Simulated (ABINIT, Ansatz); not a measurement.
Computed results, one entry a study.

### How the form of the self-energy moves the gap of BaH2 (P6_3/mmc)

The structure is hexagonal, space group P6_3/mmc (No. 194). The conventional cell has a = 4.462 Å, b = 4.462 Å, c = 6.055 Å, α = 90.00°, β = 90.00°, γ = 120.00°. Nearest to Ba lie 11 H at 2.58 to 3.03 Å. Nearest to H lie 5 Ba at 2.58 to 3.03 Å and 6 H at 2.99 Å. Nearest to H lie 6 Ba at 2.99 Å and 8 H at 2.99 to 3.03 Å. Farther neighbours, and contacts between anions beyond the nearest, are not listed.

```xyz
6
Lattice="4.4620 0.0000 0.0000 -2.2310 3.8642 0.0000 0.0000 0.0000 6.0553" Properties=species:S:1:pos:R:3 pbc="T T T"
Ba    2.2310    1.2881    4.5415
Ba    0.0000    2.5762    1.5138
H     0.0000    2.5762    4.5415
H     2.2310    1.2881    1.5138
H     0.0000    0.0000    3.0276
H     0.0000    0.0000    0.0000
```

```yaml
method: RPA screening on PBEsol, plane waves, norm-conserving pseudopotentials (and 3 further levels or steps)
program: ABINIT 10.8.3
settings: cutoff 32 Ha, PseudoDojo scalar-relativistic 0.4.1 standard, norm-conserving, ngkpt (3, 3, 4), nband 158, ecuteps 6.5 Ha, gwcalctyp 2, nfreqre 16, nfreqim 8, inclvkb 2, freqremax 40 eV, spmeth 1, nomegasf 120, shiftk (0, 0, 0), symchi 1, awtr 1, frequency cd, 3×3×4 k-mesh
cost: 8 runs, 6.8 min in all on 8 MPI ranks of AMD EPYC 9R45, shared host
notes: The program’s warnings: Min real frequency set to default [Ha] = and nkpt*nsppol () is not a multiple of nproc spkpt (). The cell and positions are those that the Materials Project relaxed with its own functionals (PBE, PBE+U or r2SCAN), kept fixed. Limits: no spin-orbit coupling. The 3×3×4 mesh is coarse for this cell, which bears on the long-range parts of exchange and screening.
g0w0_godby_needs_plasmon_pole: 3.073 eV
g0w0_hybertsen_louie_plasmon_pole: 3.157 eV
g0w0_von_der_linden_horsch_plasmon_pole: 3.106 eV
one_shot_hartree_fock: 8.477 eV
g0w0_contour_deformation: 2.967 eV
known_limits: short of the basis limit; no spin-orbit coupling; coarse k mesh
```

G0W0, Hybertsen-Louie plasmon pole: +0.084 eV against G0W0, Godby-Needs plasmon pole. G0W0, von der Linden-Horsch plasmon pole: +0.033 eV against G0W0, Godby-Needs plasmon pole.

[Long decimals in the printed logs are rounded to 6 places.]

[Logs are printed without paths, hosts, clocks, repeated set-up lines and the standing remarks that a program may print on its own settings, such as how far it seeks lower states.]

[Paths, hosts, dates, memory and timing lines, banners, echoed tables and standing remarks are left out of the program output; an Ansatz launch command may be rebuilt from the run's recorded settings. Measured values are a selection of at most five: reports struck by readers or far from the other reports are left out. None is set beside runs whose start may be inverted or whose files or cutoffs have a known fault.]

[Runs of the session that timed out or met a known fault of the program may be left out.]

[Hosts, paths, dates, database ids (printed as entryN), source tags and the programs' standing remarks are cut or masked in the printed files.]

[G0W0 gaps are taken among the corrected bands and points alone; a level outside them can change the order at an edge.]

[Where Ansatz stands beside ABINIT at settings called matched, ABINIT's density can come from a denser mesh and the files from another edition; pairs whose starting gaps differed by over 0.03 eV were left out, so agreement reads better than it is.]
